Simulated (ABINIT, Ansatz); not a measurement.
# Sr2MgMoO6 (Fm-3m): one start, several treatments of the self-energy

Aim: compare treatments of exchange, screening and correlation for the gap of Sr2MgMoO6 (Fm-3m).

Method: LDA and many-body steps on it, plane waves, in ABINIT 10.8.3.

## 1. The starting structure

The structure is cubic, space group Fm-3m (No. 225). The conventional cell has a = 8.003 Å, b = 8.003 Å, c = 8.003 Å, α = 90.00°, β = 90.00°, γ = 90.00°. Sr has 12 O at 2.83 Å nearest. Mg has 6 O at 2.06 Å nearest. Nearest to Mo lie 6 O at 1.94 Å. Nearest to O lie 1 Mo at 1.94 Å and 1 Mg at 2.06 Å and 4 Sr at 2.83 Å. Farther neighbours and most contacts between anions are not listed.

The cell and positions are those that the Materials Project relaxed with its own functionals (PBE, PBE+U or r2SCAN), kept fixed.

## 2. Empty states on the mesh, 2×2×2 mesh, 272 bands

This step: ABINIT 10.8.3; DFT, LDA, plane waves, norm-conserving pseudopotentials.

The sums over transitions need many empty states on a uniform mesh; this step solves for them.

run.abi

```
acell 3*1.0 Angstrom
rprim 
  0.000000000000 4.001502000000 4.001502000000
  4.001502000000 0.000000000000 4.001502000000
  4.001502000000 4.001502000000 -0.000000000000
ntypat 4
znucl 38 12 42 8
natom 10
typat 1 1 2 3 4 4 4 4 4 4
xred 
  0.250000000000 0.250000000000 0.250000000000
  0.750000000000 0.750000000000 0.750000000000
  0.500000000000 0.500000000000 0.500000000000
  -0.000000000000 0.000000000000 0.000000000000
  0.757256000000 0.242744000000 0.242744000000
  0.242744000000 0.757256000000 0.757256000000
  0.242744000000 0.757256000000 0.242744000000
  0.757256000000 0.242744000000 0.757256000000
  0.242744000000 0.242744000000 0.757256000000
  0.757256000000 0.757256000000 0.242744000000
pp_dirpath "pseudos"
pseudos "Sr.upf, Mg.upf, Mo.upf, O.upf"
ecut 38
ngkpt 2 2 2
nshiftk 1
shiftk 0 0 0
kptopt 1
chksymbreak 0
iscf -2
irdden 1
istwfk *1
nband 272
nbdbuf 24
tolwfr 1e-09
nstep 60
prtvol 0
indata_prefix "in"
outdata_prefix "out"
tmpdata_prefix "tmp"
```

Command:

```sh
$ OMP_NUM_THREADS=1 mpirun -n 4 abinit run.abi > log
```

Numbers of over 12 decimals in the logs are rounded to 6 here.

The program printed:

```text
.Version 10.8.3 of ABINIT. v10.8.2 released Aug 2026.

 Symmetries : space group Fm -3 m (#225); Bravais cF (face-center cubic)
[... echo of the input left out ...]
== DATASET  1 ==================================================================
-   mpi_nproc: 4, omp_nthreads: 1 (-1 if OMP is not activated)
-    --> not optimal distribution: autoparal keyword recommended in input file <--

--- !DatasetInfo
iteration_state: {dtset: 1, }
dimensions: {natom: 10, nkpt: 3, mband: 272, nsppol: 1, nspinor: 1, nspden: 1, mpw: 9721, }
cutoff_energies: {ecut:  38.0, pawecutdg:  -1.0, }
[...]
2.93936    2.93937    2.96373    2.96373    2.96397    2.96614    2.96620    2.96634
   2.98113    2.98122    2.98190    2.99213    2.99242    2.99475    2.99717    3.01068
 prteigrs : prtvol=0 or 1, do not print more k-points.

== END DATASET(S) ==============================================================
================================================================================

 -outvars: echo values of variables after computation  --------
            nband         272
             nkpt           3
          spgroup         225
 [... the other variables as echoed above ...]

 Calculation completed.
```

Wall time 4.8 min (4 MPI ranks of Arm Neoverse N1, shared host); peak memory 0.44 GiB; 19 min of CPU time.

Numbers from this step:

```
gap                                                           : 1.888 eV
k of the valence top                                          : 0, 0, 0
k of the conduction bottom                                    : 0.5, 0.5, 0
least direct gap                                              : 1.966 eV
k points computed                                             : 3
lowest point of the top converged band, above the valence top : 71.5363 eV
```

On this mesh the gap is 1.888 eV.

The density comes from a self-consistent run that is not shown.

## 3. Screening, 2×2×2 mesh, 124 bands, screening to 114.3 eV

The RPA dielectric matrix is built and inverted for each q.

This step: RPA screening on LDA, plane waves, norm-conserving pseudopotentials.

run.abi: that of step 2 with these lines changed.

```diff
@@ -28,10 +28,11 @@
 chksymbreak 0
-iscf -2
-irdden 1
 istwfk *1
-nband 272
-nbdbuf 24
-tolwfr 1e-09
-nstep 60
-prtvol 0
+occopt 1
+irdwfk 1
+optdriver 3
+nband 124
+ecuteps 4.2
+inclvkb 2
+awtr 1
+symchi 1
 indata_prefix "in"
```

The program printed:

```text
.Version 10.8.3 of ABINIT. v10.8.2 released Aug 2026.

 Symmetries : space group Fm -3 m (#225); Bravais cF (face-center cubic)
[... echo of the input left out ...]
== DATASET  1 ==================================================================
-   mpi_nproc: 4, omp_nthreads: 1 (-1 if OMP is not activated)

--- !DatasetInfo
iteration_state: {dtset: 1, }
dimensions: {natom: 10, nkpt: 3, mband: 124, nsppol: 1, nspinor: 1, nspden: 1, mpw: 9721, }
cutoff_energies: {ecut:  38.0, pawecutdg:  -1.0, }
electrons: {nelect:   8.00000000E+01, charge:   0.00000000E+00, occopt:   1.00000000E+00, tsmear:   1.00000000E-02, }

 SCREENING: Calculation of the susceptibility and dielectric matrices

 Based on a program developped by R.W. Godby, V. Olevano, G. Onida, and L. Reining.
 Incorporated in ABINIT by V. Olevano, G.-M. Rignanese, and M. Torrent.
.Using double precision arithmetic ; gwpc =  8

[... cell and pseudopotentials left out ...]
--------------------------------------------------------------------------------

 ==== K-mesh for the wavefunctions ====
 Number of points in the irreducible wedge :     3
[... list of points left out ...]
 Together with 48 symmetry operations and time-reversal symmetry
 yields     8 points in the full Brillouin Zone.

 ==== Q-mesh for the screening function ====
 Number of points in the irreducible wedge :     3
[... list of points left out ...]
 Together with 48 symmetry operations and time-reversal symmetry
 yields     8 points in the full Brillouin Zone.

 setmesh: FFT mesh size selected  =    40x   40x   40
          total number of points  =        64000

 vcoul_init : cutoff-mode = AUXILIARY_FUNCTION
 q-points for optical limit:   1
     1)      0.000010    0.000020    0.000030

- screening: taking advantage of time-reversal symmetry
- Maximum band index for partially occupied states nbvw = 40
- Remaining bands to be divided among processors   nbcw = 84
- Number of bands treated by each node ~21

 Number of electrons calculated from density =   80.0000; Expected =   80.0000
 average of density, n =  0.092511
 r_s =    1.3716
 omega_plasma =   29.3395 [eV]

 calculating chi0 at frequencies [eV] :
  1    0.000000E+00    0.000000E+00
  2    0.000000E+00    2.933950E+01

--------------------------------------------------------------------------------
  q-point number  1        q = ( 0.000000, 0.000000, 0.000000) [r.l.u.]
--------------------------------------------------------------------------------
[... chi0 elements left out ...]
 For q-point:  0.000010 0.000020 0.000030
  dielectric constant =   6.0336
  dielectric constant without local fields =   7.7269

  Average fulfillment of the sum rule on Im[epsilon] for q-point    1 :     44.15  [%]
[... wings left out ...]
  q-point number  2        q = ( 0.500000, 0.000000, 0.000000) [r.l.u.]
--------------------------------------------------------------------------------
[... chi0 elements left out ...]
  Average fulfillment of the sum rule on Im[epsilon] for q-point    2 :     51.11  [%]

 [... 1 further q-points ...]
```

Wall time 77 s (4 MPI ranks); peak memory 1.6 GiB; 5.1 min of CPU time.

This step gave:

* ε∞ with local fields, on this mesh, along the program's q direction: 6.034
* the same without local fields: 7.727
* plasma frequency: 29.34 eV
* plane waves in the screening matrix: 339

Local fields lower ε∞ by 22 %. On a Γ-centred mesh this coarse the value itself is usually too large, while a short band sum pulls it down.

## 4. G0W0, Godby-Needs plasmon pole

The self-energy is evaluated for the states that the input lists, and the levels follow from it, in one-shot runs by the linearised quasiparticle equation.

This step: G0W0 on LDA, plane waves, norm-conserving pseudopotentials.

run.abi: that of step 3 with these lines changed.

```diff
@@ -31,8 +31,17 @@
 irdwfk 1
-optdriver 3
+optdriver 4
 nband 124
+gwcalctyp 0
+ecutsigx 38
+symsigma 1
+nkptgw 2
+kptgw 
+  0.0000000000 0.0000000000 0.0000000000
+  0.5000000000 0.5000000000 0.0000000000
+bdgw 
+  38 43
+  38 43
 ecuteps 4.2
-inclvkb 2
-awtr 1
-symchi 1
+irdscr 1
+ppmodel 1
 indata_prefix "in"
```

The program printed:

```text
.Version 10.8.3 of ABINIT. v10.8.2 released Aug 2026.

 Symmetries : space group Fm -3 m (#225); Bravais cF (face-center cubic)
[... echo of the input left out ...]
== DATASET  1 ==================================================================
-   mpi_nproc: 4, omp_nthreads: 1 (-1 if OMP is not activated)

--- !DatasetInfo
iteration_state: {dtset: 1, }
dimensions: {natom: 10, nkpt: 3, mband: 124, nsppol: 1, nspinor: 1, nspden: 1, mpw: 9721, }
cutoff_energies: {ecut:  38.0, pawecutdg:  -1.0, }
electrons: {nelect:   8.00000000E+01, charge:   0.00000000E+00, occopt:   1.00000000E+00, tsmear:   1.00000000E-02, }

 SIGMA: Calculation of the GW corrections

 Based on a program developped by R.W. Godby, V. Olevano, G. Onida, and L. Reining.
 Incorporated in ABINIT by V. Olevano, G.-M. Rignanese, and M. Torrent.
.Using double precision arithmetic ; gwpc =  8

[... cell and pseudopotentials left out ...]
--------------------------------------------------------------------------------

 ==== K-mesh for the wavefunctions ====
 Number of points in the irreducible wedge :     3
[... list of points left out ...]
 Together with 48 symmetry operations and time-reversal symmetry
 yields     8 points in the full Brillouin Zone.

 ==== Q-mesh for screening function ====
 Number of points in the irreducible wedge :     3
[... list of points left out ...]
 Together with 48 symmetry operations and time-reversal symmetry
 yields     8 points in the full Brillouin Zone.

 vcoul_init : cutoff-mode = AUXILIARY_FUNCTION
 q-points for optical limit:   1
     1)      0.000010    0.000020    0.000030
 setmesh: FFT mesh size selected  =    60x   60x   60
          total number of points  =       216000

 Number of electrons calculated from density =   80.0000; Expected =   80.0000
 average of density, n =  0.092511
 r_s =    1.3716
 omega_plasma =   29.3395 [eV]

 === KS Band Gaps ===
  >>>> For spin  1
   Minimum direct gap =   1.9664 [eV], located at k-point      :   0.5000  0.5000  0.0000
   Fundamental gap    =   1.8877 [eV], Top of valence bands at :   0.0000  0.0000  0.0000
                                       Bottom of conduction at :   0.5000  0.5000  0.0000
 SIGMA fundamental parameters:
 PLASMON POLE MODEL  1
 number of plane-waves for SigmaX                 9721
 number of plane-waves for SigmaC and W            339
 number of plane-waves for wavefunctions          9721
 number of bands                                   124
 number of independent spin polarizations            1
 number of spinorial components                      1
 number of k-points in IBZ                           3
 number of q-points in IBZ                           3
 number of symmetry operations                      48
 number of k-points in BZ                            8
 number of q-points in BZ                            8
 number of frequencies for dSigma/dE                 9
 frequency step for dSigma/dE [eV]                0.25
 number of omega for Sigma on real axis              0
 max omega for Sigma on real axis  [eV]           0.00
 zcut for avoiding poles [eV]                     0.10

 EPSILON^-1 parameters (SCR file):
 dimension of the eps^-1 matrix on file            339
 dimension of the eps^-1 matrix used               339
 number of plane-waves for wavefunctions          9721
 number of bands                                   124
 number of q-points in IBZ                           3
 number of frequencies                               2
 number of real frequencies                          1
 number of imag frequencies                          1

 matrix elements of self-energy operator (all in [eV])

 Perturbative Calculation

--- !SelfEnergy_ee
iteration_state: {dtset: 1, }
kpoint     : [   0.000,    0.000,    0.000, ]
spin       : 1
KS_gap     :    2.061
QP_gap     :    3.812
Delta_QP_KS:    1.752
data: !SigmaeeData |
     Band     E0 <VxcDFT>   SigX SigC(E0)      Z dSigC/dE  Sig(E)    E-E0       E
       38   5.832 -19.807 -24.455   5.008   0.774  -0.292 -19.528   0.279   6.111
       39   5.832 -19.807 -24.455   5.008   0.774  -0.292 -19.528   0.279   6.111
       40   5.832 -19.807 -24.455   5.008   0.774  -0.292 -19.528   0.279   6.111
       41   7.893 -18.025 -12.669  -2.844   0.808  -0.237 -15.994   2.030   9.923
       42   7.893 -18.025 -12.669  -2.844   0.808  -0.237 -15.994   2.030   9.923
       43   7.893 -18.025 -12.669  -2.844   0.808  -0.237 -15.994   2.030   9.923

--- !SelfEnergy_ee
iteration_state: {dtset: 1, }
kpoint     : [   0.500,    0.500,    0.000, ]
spin       : 1
KS_gap     :    1.966
QP_gap     :    3.749
Delta_QP_KS:    1.783
data: !SigmaeeData |
     Band     E0 <VxcDFT>   SigX SigC(E0)      Z dSigC/dE  Sig(E)    E-E0       E
[...]
41   7.720 -17.698 -12.015  -3.160   0.815  -0.227 -15.641   2.057   9.777
       42   8.834 -19.782 -14.394  -2.663   0.774  -0.291 -17.672   2.110  10.944
       43   8.834 -19.782 -14.394  -2.663   0.774  -0.291 -17.672   2.110  10.944

== END DATASET(S) ==============================================================
================================================================================

 -outvars: echo values of variables after computation  --------
           etotal      0.0000000000E+00
            nband         124
             nkpt           3
          spgroup         225
 [... the other variables as echoed above ...]

 Calculation completed.
```

Wall time 24 s (4 MPI ranks); peak memory 1.4 GiB; 96 s of CPU time.

Numbers from this step:

* G0W0 gap on the points computed: 3.666 eV
* starting gap on the mesh: 1.888 eV
* k of the valence top: 0, 0, 0
* k of the conduction bottom: 0.5, 0.5, 0
* Z at the valence top: 0.774
* Z at the conduction bottom: 0.815
* least direct G0W0 gap on the computed points: 3.750 eV

The gap on the mesh goes from 1.89 eV to 3.67 eV, a correction of +1.78 eV.

## 5. G0W0, von der Linden-Horsch plasmon pole

run.abi: that of step 4 with these lines changed.

```diff
@@ -45,3 +45,3 @@
 irdscr 1
-ppmodel 1
+ppmodel 3
 indata_prefix "in"
```

The program printed:

```text
.Version 10.8.3 of ABINIT. v10.8.2 released Aug 2026.

 Symmetries : space group Fm -3 m (#225); Bravais cF (face-center cubic)
[... echo of the input left out ...]
== DATASET  1 ==================================================================
-   mpi_nproc: 4, omp_nthreads: 1 (-1 if OMP is not activated)

--- !DatasetInfo
iteration_state: {dtset: 1, }
dimensions: {natom: 10, nkpt: 3, mband: 124, nsppol: 1, nspinor: 1, nspden: 1, mpw: 9721, }
cutoff_energies: {ecut:  38.0, pawecutdg:  -1.0, }
electrons: {nelect:   8.00000000E+01, charge:   0.00000000E+00, occopt:   1.00000000E+00, tsmear:   1.00000000E-02, }

 SIGMA: Calculation of the GW corrections

 Based on a program developped by R.W. Godby, V. Olevano, G. Onida, and L. Reining.
 Incorporated in ABINIT by V. Olevano, G.-M. Rignanese, and M. Torrent.
.Using double precision arithmetic ; gwpc =  8

[... cell and pseudopotentials left out ...]
--------------------------------------------------------------------------------

 ==== K-mesh for the wavefunctions ====
 Number of points in the irreducible wedge :     3
[... list of points left out ...]
 Together with 48 symmetry operations and time-reversal symmetry
 yields     8 points in the full Brillouin Zone.

 ==== Q-mesh for screening function ====
 Number of points in the irreducible wedge :     3
[... list of points left out ...]
 Together with 48 symmetry operations and time-reversal symmetry
 yields     8 points in the full Brillouin Zone.

 vcoul_init : cutoff-mode = AUXILIARY_FUNCTION
 q-points for optical limit:   1
     1)      0.000010    0.000020    0.000030
 setmesh: FFT mesh size selected  =    60x   60x   60
          total number of points  =       216000

 Number of electrons calculated from density =   80.0000; Expected =   80.0000
[...]
number of omega for Sigma on real axis              0
 max omega for Sigma on real axis  [eV]           0.00
 zcut for avoiding poles [eV]                     0.10

 EPSILON^-1 parameters (SCR file):
 dimension of the eps^-1 matrix on file            339
 dimension of the eps^-1 matrix used               339
 number of plane-waves for wavefunctions          9721
 number of bands                                   124
 number of q-points in IBZ                           3
 number of frequencies                               2
 number of real frequencies                          1
 number of imag frequencies                          1

 matrix elements of self-energy operator (all in [eV])

 Perturbative Calculation

--- !SelfEnergy_ee
iteration_state: {dtset: 1, }
kpoint     : [   0.000,    0.000,    0.000, ]
spin       : 1
KS_gap     :    2.061
QP_gap     :    3.961
Delta_QP_KS:    1.900
data: !SigmaeeData |
     Band     E0 <VxcDFT>   SigX SigC(E0)      Z dSigC/dE  Sig(E)    E-E0       E
       38   5.832 -19.807 -24.455   4.984   0.841  -0.189 -19.524   0.282   6.114
       39   5.832 -19.807 -24.455   4.984   0.841  -0.189 -19.524   0.282   6.114
       40   5.832 -19.807 -24.455   4.984   0.841  -0.189 -19.524   0.282   6.114
[...]
--- !SelfEnergy_ee
iteration_state: {dtset: 1, }
kpoint     : [   0.500,    0.500,    0.000, ]
spin       : 1
KS_gap     :    1.966
QP_gap     :    3.885
Delta_QP_KS:    1.918
data: !SigmaeeData |
     Band     E0 <VxcDFT>   SigX SigC(E0)      Z dSigC/dE  Sig(E)    E-E0       E
[...]
42   8.834 -19.782 -14.394  -2.568   0.857  -0.167 -17.365   2.417  11.251
       43   8.834 -19.782 -14.394  -2.568   0.857  -0.167 -17.365   2.417  11.251

== END DATASET(S) ==============================================================
================================================================================

 -outvars: echo values of variables after computation  --------
           etotal      0.0000000000E+00
            nband         124
             nkpt           3
          spgroup         225
 [... the other variables as echoed above ...]

 Calculation completed.
```

It took 16 s on 4 MPI ranks; peak memory 1.4 GiB; 62 s of CPU time.

Numbers from this step:

```yaml
g0w0_gap_on_the_points_computed: 3.793 eV
starting_gap_on_the_mesh: 1.888 eV
k_of_the_valence_top: 0, 0, 0
k_of_the_conduction_bottom: 0.5, 0.5, 0
z_at_the_valence_top: 0.841
z_at_the_conduction_bottom: 0.87
least_direct_g0w0_gap_on_the_computed_points: 3.885 eV
```

Against G0W0 in ABINIT (2×2×2 mesh, 124 bands, screening to 114.3 eV, Godby-Needs plasmon pole), the gap moves by +0.127 eV.

## 6. G0W0, Engel-Farid plasmon pole

run.abi: that of step 5 with these lines changed.

```diff
@@ -45,3 +45,3 @@
 irdscr 1
-ppmodel 3
+ppmodel 4
 indata_prefix "in"
```

The program printed:

```text
.Version 10.8.3 of ABINIT. v10.8.2 released Aug 2026.

 Symmetries : space group Fm -3 m (#225); Bravais cF (face-center cubic)
[... echo of the input left out ...]
== DATASET  1 ==================================================================
-   mpi_nproc: 4, omp_nthreads: 1 (-1 if OMP is not activated)

--- !DatasetInfo
iteration_state: {dtset: 1, }
dimensions: {natom: 10, nkpt: 3, mband: 124, nsppol: 1, nspinor: 1, nspden: 1, mpw: 9721, }
cutoff_energies: {ecut:  38.0, pawecutdg:  -1.0, }
[...]
Band     E0 <VxcDFT>   SigX SigC(E0)      Z dSigC/dE  Sig(E)    E-E0       E
[...]
42   8.834 -19.782 -14.394  -2.569   0.813  -0.229 -17.489   2.293  11.127
       43   8.834 -19.782 -14.394  -2.569   0.813  -0.229 -17.489   2.293  11.127

== END DATASET(S) ==============================================================
================================================================================

 -outvars: echo values of variables after computation  --------
           etotal      0.0000000000E+00
            nband         124
             nkpt           3
          spgroup         225
 [... the other variables as echoed above ...]

 Calculation completed.
```

It took 16 s on 4 MPI ranks; peak memory 1.3 GiB.

Numbers from this step:

* G0W0 gap on the points computed: 3.731 eV
* starting gap on the mesh: 1.888 eV
* k of the valence top: 0, 0, 0
* k of the conduction bottom: 0.5, 0.5, 0
* least direct G0W0 gap on the computed points: 3.818 eV

Against G0W0 in ABINIT (2×2×2 mesh, 124 bands, screening to 114.3 eV, Godby-Needs plasmon pole), the gap moves by +0.065 eV.

[end of part 1 of 2]

[Paths, hosts, dates, memory and timing lines, banners, echoed tables and standing remarks are left out of the program output.]

[Logs are printed without paths, hosts, clocks, repeated set-up lines and the standing remarks that a program may print on its own settings, such as how far it seeks lower states.]

[Runs of the session that timed out or met a known fault of the program may be left out.]

[Hosts, paths, dates, database ids (printed as entryN), source tags and the programs' standing remarks are cut or masked in the printed files.]

[G0W0 gaps are taken among the corrected bands and points alone; a level outside them can change the order at an edge.]

[Where Ansatz stands beside ABINIT at settings called matched, ABINIT's density can come from a denser mesh and the files from another edition; pairs whose starting gaps differed by over 0.03 eV were left out, so agreement reads better than it is.]
